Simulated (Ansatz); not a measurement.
# Simulated XPS, UPS and emission spectra of Ca2CO4, part 2 of 3

Wanted: projected DOS of Ca2CO4, weighted into photoemission and X-ray emission spectra, at several levels of theory.

Ansatz 0.2.0; DFT, PBE, plane-wave PAW, default files, scalar-relativistic (the session's first sound run).

So far: The structure; Self-consistent run, DOS and bands.

### 2. Self-consistent run, DOS and bands (continued)

How the area divides among the shells (%):

```tsv
shell	21.2 eV	100 eV	1486.7 eV	2984.3 eV	9251.7 eV
C 2p	5.4	1.8	0.1	0.1	0.0
Ca 4s	0.1	0.1	0.5	0.9	2.0
Ca 3p	0.0	24.0	62.1	59.8	50.3
O 2s	0.0	16.7	29.9	34.4	44.7
O 2p	90.7	54.5	6.0	3.5	1.5
Ca 3d*	3.7	1.4	0.1	0.0	0.0
```

At this lattice the functional leaves a pressure of 23.5 GPa, which widens the bands against the functional's own equilibrium.

### 3. With PBEsol

This step: DFT, PBEsol, plane-wave PAW, default files, scalar-relativistic (Ansatz 0.2.0).

The run is repeated with PBEsol on the same cell, to see how much the levels hang on the functional.

input.yaml

```yaml
crystal:
  lattice:
    - [6.2609, 0.0, 0.0]
    - [0.0, 4.8594, 0.0]
    - [0.0, 0.0, 8.4881]
  atoms:
    - { symbol: Ca, position: [0.85001, 0.75, 0.0924] }
    - { symbol: Ca, position: [0.64999, 0.25, 0.5924] }
    - { symbol: Ca, position: [0.35001, 0.75, 0.4076] }
    - { symbol: Ca, position: [0.14999, 0.25, 0.9076] }
    - { symbol: Ca, position: [0.51041, 0.75, 0.81396] }
    - { symbol: Ca, position: [0.98959, 0.25, 0.31396] }
    - { symbol: Ca, position: [0.01041, 0.75, 0.68604] }
    - { symbol: Ca, position: [0.48959, 0.25, 0.18604] }
    - { symbol: O, position: [0.99007, 0.75, 0.41274] }
    - { symbol: O, position: [0.50993, 0.25, 0.91274] }
    - { symbol: O, position: [0.49007, 0.75, 0.08726] }
    - { symbol: O, position: [0.00993, 0.25, 0.58726] }
    - { symbol: O, position: [0.68841, 0.75, 0.57346] }
    - { symbol: O, position: [0.81159, 0.25, 0.07346] }
    - { symbol: O, position: [0.18841, 0.75, 0.92654] }
    - { symbol: O, position: [0.31159, 0.25, 0.42654] }
    - { symbol: O, position: [0.19081, 0.9824, 0.15297] }
    - { symbol: O, position: [0.30919, 0.0176, 0.65297] }
    - { symbol: O, position: [0.69081, 0.5176, 0.34703] }
    - { symbol: O, position: [0.80919, 0.4824, 0.84703] }
    - { symbol: O, position: [0.80919, 0.0176, 0.84703] }
    - { symbol: O, position: [0.69081, 0.9824, 0.34703] }
    - { symbol: O, position: [0.30919, 0.4824, 0.65297] }
    - { symbol: O, position: [0.19081, 0.5176, 0.15297] }
    - { symbol: C, position: [0.76964, 0.75, 0.41963] }
    - { symbol: C, position: [0.73036, 0.25, 0.91963] }
    - { symbol: C, position: [0.26964, 0.75, 0.08037] }
    - { symbol: C, position: [0.23036, 0.25, 0.58037] }
kpoints:
  mp_grid: { grid: [4, 4, 4] }
  band_path:
    path:
      - [0.0, 0.0, 0.0]
      - [0.5, 0.0, 0.0]
      - [0.5, 0.5, 0.0]
      - [0.0, 0.5, 0.0]
      - [0.0, 0.0, 0.0]
      - [0.0, 0.0, 0.5]
      - [0.5, 0.0, 0.5]
      - [0.5, 0.5, 0.5]
      - [0.0, 0.5, 0.5]
      - [0.0, 0.0, 0.5]
    npoints: 6
scf:
  occupations: { method: fermi_dirac, width: 0.02 }
  n_extra_bands: 40
hamiltonian:
  xc: pbesol
  pseudopotentials: { kind: paw }
output:
  forces: true
  stress: true
  dos:
    projected:
      site_lists:
        Ca1: [0, 1, 2, 3]
        Ca5: [4, 5, 6, 7]
        O9: [8, 9, 10, 11]
        O13: [12, 13, 14, 15]
        O17: [16, 17, 18, 19, 20, 21, 22, 23]
        C25: [24, 25, 26, 27]
    de: 0.05
    e_range: [-36, 12]
    nscf_kmesh: { grid: [6, 8, 4] }
  fatbands: true
```

Run with:

```sh
$ ansatz run input.yaml --threads 4 --pin off --max-ram 8192MiB --backend cpu --events-out ev --progress --plain --runs-dir out
```

Numbers of over 12 decimals in the logs are rounded to 6 here.

What it wrote:

```text
[...]
Crystal: 28 atoms, lattice volume = 258.244 Å³
Basis set: ecut = 420 eV, 5065 PW (Γ), exchange–correlation on 90×72×120 points (8 copies of the dense FFT grid, shifted against one another)
Bands: 136, of which v1, the nominal top of the filled ones, is band 96 counted from 1 (95 counted from 0)
Symmetry: 8 space group operations
[...]
k-points: 27 of 64
[...]
SCF iter   1: F=—  HF=-24337.240002 eV  |F-HF|=—  |Δ(HF+E_count)|=         —  Δρ=1.46e-2  dr2=4.21e-1  ethr=1.77e-3  ⟨swp⟩=9.4  Hψ=18037  notcnv=0  defer=406
[...]
SCF iter   8: F=-24337.113611 eV  HF=-24337.113611 eV  |F-HF|=4.44e-10  |Δ(HF+E_count)|=   7.70e-9  Δρ=2.46e-6  dr2=1.00e-8  ethr=5.21e-11  ⟨swp⟩=12.8  Hψ=20208  notcnv=0
SCF 1 converged in 8 iterations: F = -24337.113611 eV  dr2 = 1.00e-8
[...]
NSCF: frozen V_eff on 55 k-points
[...]
SCF converged after 8 iterations
Free energy (F): -24337.113611 eV
[...]
Internal energy: -24337.113611 eV  (E = F + TS)
E sigma→0 (E₀):  -24337.113611 eV
Fermi energy:    12.874087 eV
[...]
--- Forces (eV/Å), atoms counted from 1 ---
  atom   1  Ca    -0.00670337     0.00000000    -0.04436595
  atom   2  Ca     0.00670337     0.00000000    -0.04436595
  atom   3  Ca    -0.00670337     0.00000000     0.04436595
  atom   4  Ca     0.00670337     0.00000000     0.04436595
  atom   5  Ca    -0.03042766     0.00000000     0.01391787
  atom   6  Ca     0.03042766     0.00000000     0.01391787
  atom   7  Ca    -0.03042766     0.00000000    -0.01391787
  atom   8  Ca     0.03042766     0.00000000    -0.01391787
  atom   9  O     -0.20557702     0.00000000     0.04810961
  atom  10  O      0.20557702     0.00000000     0.04810961
  atom  11  O     -0.20557702    -0.00000000    -0.04810961
  atom  12  O      0.20557702     0.00000000    -0.04810961
  atom  13  O      0.12024681     0.00000000    -0.16701248
  atom  14  O     -0.12024681     0.00000000    -0.16701248
  atom  15  O      0.12024681     0.00000000     0.16701248
  atom  16  O     -0.12024681     0.00000000     0.16701248
  atom  17  O      0.09137695    -0.14488192    -0.10133530
  atom  18  O     -0.09137695     0.14488192    -0.10133530
  atom  19  O      0.09137695     0.14488192     0.10133530
  atom  20  O     -0.09137695    -0.14488192     0.10133530
  atom  21  O     -0.09137695     0.14488192     0.10133530
  atom  22  O      0.09137695    -0.14488192     0.10133530
  atom  23  O     -0.09137695    -0.14488192    -0.10133530
  atom  24  O      0.09137695     0.14488192    -0.10133530
  atom  25  C     -0.01921832     0.00000000    -0.00311947
  atom  26  C      0.01921832     0.00000000    -0.00311947
  atom  27  C     -0.01921832     0.00000000     0.00311947
  atom  28  C      0.01921832     0.00000000     0.00311947
  max |Σ_I F_I| component: 2.95e-17 eV/Å
--- Stress (GPa, compression-positive) ---
       15.895539       0.000000       0.000000
        0.000000      16.596259       0.000000
        0.000000       0.000000      16.566975
  P = ⅓ Tr σ = 16.3529 GPa (163.529 kbar)
--- Band table (eV; the first three rows and the last of 27) ---
  k-point 0: bands = [... 92 lower, 9.8380, 9.8692, 10.0582, 10.0986, 15.6355, 15.9432, 16.0517, 16.0923, ... 36 higher]
  k-point 1: bands = [... 92 lower, 9.7606, 9.7726, 9.9633, 10.0599, 15.8346, 15.9545, 16.0816, 16.1605, ... 36 higher]
  k-point 2: bands = [... 92 lower, 9.6269, 9.6269, 9.9596, 9.9596, 15.9864, 15.9864, 16.2396, 16.2396, ... 36 higher]
  k-point 26: bands = [... 92 lower, 9.5416, 9.5416, 9.5416, 9.5416, 16.4072, 16.4072, 16.4072, 16.4072, ... 36 higher]
```

It took 67 s on 4 threads of AMD EPYC 7B13 (Zen 3), shared host; peak memory 1.7 GiB.

This step gave:

```yaml
free_energy: -24337.1136 eV
fermi_energy: 12.87 eV
pressure: 16.35 GPa
gap_on_the_k_mesh: 5.537 eV
share_of_occupied_states_in_no_projected_shell: 0.0157 of the occupied states in the window
gap_on_the_path: 5.535 eV
least_direct_gap_on_the_path: 5.537 eV
valence_top_on_path: 0.0015 eV
```

The electronic bands at the labelled points (eV, zero at the valence-band maximum; v1 is the highest filled band, c1 the lowest empty one):

```tsv
point	v4	v3	v2	v1	c1	c2	c3	c4
Γ	-0.26	-0.23	-0.04	0.00	5.54	5.84	5.95	5.99
halfway	-0.39	-0.24	-0.20	-0.02	5.64	5.95	5.97	6.09
X	-0.58	-0.58	-0.11	-0.11	6.00	6.00	6.08	6.08
halfway	-0.66	-0.66	-0.41	-0.41	6.04	6.04	6.44	6.44
S	-0.68	-0.68	-0.68	-0.68	6.39	6.39	6.39	6.39
halfway	-0.56	-0.56	-0.46	-0.46	6.35	6.35	6.54	6.54
Y	-0.39	-0.39	-0.33	-0.33	6.39	6.39	6.55	6.55
halfway	-0.63	-0.27	-0.27	-0.18	5.86	6.06	6.17	6.30
Γ	-0.26	-0.23	-0.04	0.00	5.54	5.84	5.95	5.99
halfway	-0.34	-0.33	-0.14	-0.04	5.74	5.86	5.98	6.06
Z	-0.47	-0.47	-0.14	-0.14	5.89	5.89	6.14	6.14
halfway	-0.51	-0.51	-0.27	-0.27	6.09	6.09	6.10	6.10
U	-0.50	-0.50	-0.42	-0.42	6.20	6.20	6.38	6.38
halfway	-0.59	-0.59	-0.54	-0.54	6.24	6.24	6.29	6.29
R	-0.56	-0.56	-0.56	-0.56	6.31	6.31	6.31	6.31
halfway	-0.55	-0.55	-0.29	-0.29	6.23	6.23	6.55	6.55
T	-0.52	-0.52	-0.12	-0.12	6.25	6.25	6.59	6.59
halfway	-0.43	-0.43	-0.23	-0.23	6.04	6.04	6.20	6.20
Z	-0.47	-0.47	-0.14	-0.14	5.89	5.89	6.14	6.14
```

Of the projections kept (Ca s, O s, O p, C s, C p, not projected), the largest for each band there; the rest of the weight can lie on other orbitals:

```tsv
point	v4	v3	v2	v1	c1	c2	c3	c4
Γ	O p 0.99	O p 0.98	O p 0.99	O p 0.99	not projected 0.97	not projected 0.98	not projected 0.63	not projected 0.91
X	O p 0.96	O p 0.96	O p 0.99	O p 0.99	not projected 0.81	not projected 0.81	not projected 0.96	not projected 0.96
S	O p 0.95	O p 0.95	O p 0.95	O p 0.95	not projected 0.89	not projected 0.89	not projected 0.89	not projected 0.89
Y	O p 0.97	O p 0.97	O p 0.97	O p 0.97	not projected 0.94	not projected 0.94	not projected 0.97	not projected 0.97
Γ	O p 0.99	O p 0.98	O p 0.99	O p 0.99	not projected 0.97	not projected 0.98	not projected 0.63	not projected 0.91
Z	O p 0.97	O p 0.97	O p 0.98	O p 0.98	not projected 0.94	not projected 0.94	not projected 0.93	not projected 0.93
```

Maxima picked by a test of local sharpness, so broad peaks and shoulders can be missing; peaks within 0.45 eV of a curve's cut are left out. Valence peaks, by row:

```tsv
photon energy (eV)	binding energy (eV)	height (% of the maximum within 13 eV)	main shell	its share (%)
21.2	6.373	59.3	O 2p	75.58
21.2	0.9733	100	O 2p	95.37
60	8.123	20.9	O 2p	74.21
60	6.373	55.7	O 2p	81.41
60	0.9733	100	O 2p	96.46
100	18.77	63.53	Ca 3p	71.52
100	8.173	25.03	O 2p	61.73
100	6.373	59.09	O 2p	76.61
100	0.9733	100	O 2p	96.29
1487	18.82	662.5	Ca 3p	81.99
1487	8.223	76.27	O 2s	72.54
1487	6.373	100	O 2s	71
1487	0.9733	53.32	O 2p	85.43
5950	18.77	558.1	Ca 3p	73.95
5950	8.223	83.58	O 2s	80.01
5950	6.373	100	O 2s	85.81
```

Spectra as before, but with a recipe of its own (widths, and in some runs the light), which changes peak heights and what is resolved: Gaussian 0.6 eV, Lorentzian 0.2 eV plus 0.08 times the binding energy, unpolarised light, analyser at 60°, Fermi edge at 300 K; some photon energies differ too.

The two runs compared:

```tsv
quantity	this run	base run	difference
gap on the path (eV)	5.5354	5.6166	-0.0812
least direct gap on the path (eV)	5.5369	5.6174	-0.0805
gap on the k-mesh (eV)	5.5369	5.6174	-0.0805
```

One result that differs is the gap on the path, 5.54 eV against 5.62 eV.

At this level the gap is 5.54 eV on the path.

### 4. With RPBE

This step: DFT, RPBE, plane-wave PAW, default files, scalar-relativistic (Ansatz 0.2.0).

The run is repeated with RPBE on the same cell, to see how much the levels hang on the functional.

Edit input.yaml of step 3 so:

```diff
@@ -53,3 +53,3 @@
 hamiltonian:
-  xc: pbesol
+  xc: rpbe
   pseudopotentials: { kind: paw }
```

What it wrote:

```text
[...]
Crystal: 28 atoms, lattice volume = 258.244 Å³
Basis set: ecut = 420 eV, 5065 PW (Γ), exchange–correlation on 90×72×120 points (8 copies of the dense FFT grid, shifted against one another)
Bands: 136, of which v1, the nominal top of the filled ones, is band 96 counted from 1 (95 counted from 0)
Symmetry: 8 space group operations
[...]
k-points: 27 of 64
[...]
SCF iter   1: F=—  HF=-24705.915427 eV  |F-HF|=—  |Δ(HF+E_count)|=         —  Δρ=6.27e-3  dr2=8.35e-2  ethr=1.77e-3  ⟨swp⟩=9.6  Hψ=18295  notcnv=0  defer=402
[...]
SCF iter   7: F=-24705.904314 eV  HF=-24705.904314 eV  |F-HF|=7.47e-8  |Δ(HF+E_count)|=   1.42e-6  Δρ=5.90e-6  dr2=7.12e-8  ethr=5.21e-11  ⟨swp⟩=11.9  Hψ=23669  notcnv=0
SCF 1 converged in 7 iterations: F = -24705.904314 eV  dr2 = 7.12e-8
[...]
SCF converged after 7 iterations
Free energy (F): -24705.904314 eV
[...]
Internal energy: -24705.904314 eV  (E = F + TS)
E sigma→0 (E₀):  -24705.904314 eV
Fermi energy:    13.235979 eV
[...]
--- Forces (eV/Å), atoms counted from 1 ---
  atom   1  Ca     0.01592236     0.00000000     0.00697619
  atom   2  Ca    -0.01592236     0.00000000     0.00697619
  atom   3  Ca     0.01592236    -0.00000000    -0.00697619
  atom   4  Ca    -0.01592236     0.00000000    -0.00697619
  atom   5  Ca     0.00031940     0.00000000     0.06833317
  atom   6  Ca    -0.00031940     0.00000000     0.06833317
  atom   7  Ca     0.00031940     0.00000000    -0.06833317
  atom   8  Ca    -0.00031940     0.00000000    -0.06833317
  atom   9  O      0.00927037     0.00000000     0.00552838
  atom  10  O     -0.00927037     0.00000000     0.00552838
  atom  11  O      0.00927037     0.00000000    -0.00552838
  atom  12  O     -0.00927037     0.00000000    -0.00552838
  atom  13  O      0.00542871     0.00000000     0.03537928
  atom  14  O     -0.00542871    -0.00000000     0.03537928
  atom  15  O      0.00542871    -0.00000000    -0.03537928
  atom  16  O     -0.00542871     0.00000000    -0.03537928
  atom  17  O     -0.00844876     0.01349700     0.00923482
  atom  18  O      0.00844876    -0.01349700     0.00923482
  atom  19  O     -0.00844876    -0.01349700    -0.00923482
  atom  20  O      0.00844876     0.01349700    -0.00923482
  atom  21  O      0.00844876    -0.01349700    -0.00923482
  atom  22  O     -0.00844876     0.01349700    -0.00923482
  atom  23  O      0.00844876     0.01349700     0.00923482
  atom  24  O     -0.00844876    -0.01349700     0.00923482
  atom  25  C      0.01770809     0.00000000    -0.00427810
  atom  26  C     -0.01770809     0.00000000    -0.00427810
  atom  27  C      0.01770809     0.00000000     0.00427810
  atom  28  C     -0.01770809     0.00000000     0.00427810
  max |Σ_I F_I| component: 3.12e-17 eV/Å
--- Stress (GPa, compression-positive) ---
       29.302640       0.000000       0.000000
        0.000000      29.333864       0.000000
        0.000000       0.000000      29.347812
  P = ⅓ Tr σ = 29.3281 GPa (293.281 kbar)
--- Band table (eV; the first three rows and the last of 27) ---
  k-point 0: bands = [... 92 lower, 10.1243, 10.1533, 10.3334, 10.3803, 16.0784, 16.3865, 16.5268, 16.5621, ... 36 higher]
  k-point 1: bands = [... 92 lower, 10.0473, 10.0590, 10.2437, 10.3426, 16.2700, 16.3996, 16.5177, 16.6455, ... 36 higher]
  k-point 2: bands = [... 92 lower, 9.9187, 9.9187, 10.2446, 10.2446, 16.4326, 16.4326, 16.6637, 16.6637, ... 36 higher]
  k-point 26: bands = [... 92 lower, 9.8343, 9.8343, 9.8343, 9.8343, 16.8316, 16.8316, 16.8316, 16.8316, ... 36 higher]
```

Run time: 68 s. Hardware: 4 threads; peak memory 1.7 GiB.

This step gave:

| Quantity | Value |
| --- | --- |
| free energy | -24705.9043 eV |
| Fermi energy | 13.24 eV |
| pressure | 29.33 GPa |
| gap on the k-mesh | 5.698 eV |
| share of occupied states in no projected shell | 0.0149 of the occupied states in the window |
| gap on the path | 5.698 eV |
| least direct gap on the path | 5.698 eV |
| valence top on path | 0 eV |

The electronic bands at the labelled points (eV, zero at the valence-band maximum; v1 is the highest filled band, c1 the lowest empty one):

```tsv
point	v4	v3	v2	v1	c1
Γ	-0.26	-0.23	-0.05	0.00	5.70
halfway	-0.38	-0.24	-0.20	-0.03	5.80
X	-0.56	-0.56	-0.11	-0.11	6.16
halfway	-0.64	-0.64	-0.40	-0.40	6.19
S	-0.67	-0.67	-0.67	-0.67	6.54
halfway	-0.55	-0.55	-0.45	-0.45	6.50
Y	-0.38	-0.38	-0.33	-0.33	6.54
halfway	-0.62	-0.27	-0.26	-0.17	6.01
Γ	-0.26	-0.23	-0.05	0.00	5.70
halfway	-0.33	-0.32	-0.14	-0.04	5.89
Z	-0.46	-0.46	-0.14	-0.14	6.05
halfway	-0.50	-0.50	-0.26	-0.26	6.24
U	-0.49	-0.49	-0.40	-0.40	6.35
halfway	-0.58	-0.58	-0.52	-0.52	6.39
R	-0.55	-0.55	-0.55	-0.55	6.45
halfway	-0.53	-0.53	-0.28	-0.28	6.38
T	-0.50	-0.50	-0.12	-0.12	6.40
halfway	-0.41	-0.41	-0.22	-0.22	6.20
Z	-0.46	-0.46	-0.14	-0.14	6.05
```

Of the projections kept (Ca s, O s, O p, C s, C p, not projected), the largest for each band there; the rest of the weight can lie on other orbitals:

```tsv
point	v4	v3	v2	v1	c1
Γ	O p 0.99	O p 0.98	O p 0.99	O p 0.99	not projected 0.97
X	O p 0.96	O p 0.96	O p 0.99	O p 0.99	not projected 0.82
S	O p 0.96	O p 0.96	O p 0.96	O p 0.96	not projected 0.90
Y	O p 0.97	O p 0.97	O p 0.98	O p 0.98	not projected 0.94
Γ	O p 0.99	O p 0.98	O p 0.99	O p 0.99	not projected 0.97
Z	O p 0.97	O p 0.97	O p 0.98	O p 0.98	not projected 0.95
```

Side by side:

```tsv
quantity	this run	base run	difference
gap on the path (eV)	5.6981	5.6166	0.0815
least direct gap on the path (eV)	5.6981	5.6174	0.0807
gap on the k-mesh (eV)	5.6981	5.6174	0.0806
```

One result that differs is the gap on the path, 5.70 eV against 5.62 eV.

At this level the gap is 5.70 eV on the path.

(Continued in part 3 of 3.)

[Logs are printed without paths, hosts, clocks, repeated set-up lines and the standing remarks that a program may print on its own settings, such as how far it seeks lower states.]

[Hosts, paths, dates, database ids (printed as entryN), source tags and the programs' standing remarks are cut or masked in the printed files.]

[Maps of the electrostatic potential energy from Ansatz leave out the sawtooth potential of an applied field or a dipole correction, so their vacuum need not be flat; work functions include it.]

[Peak lists hold at most the 14 tallest peaks of each spectrum; further lines can be left out.]
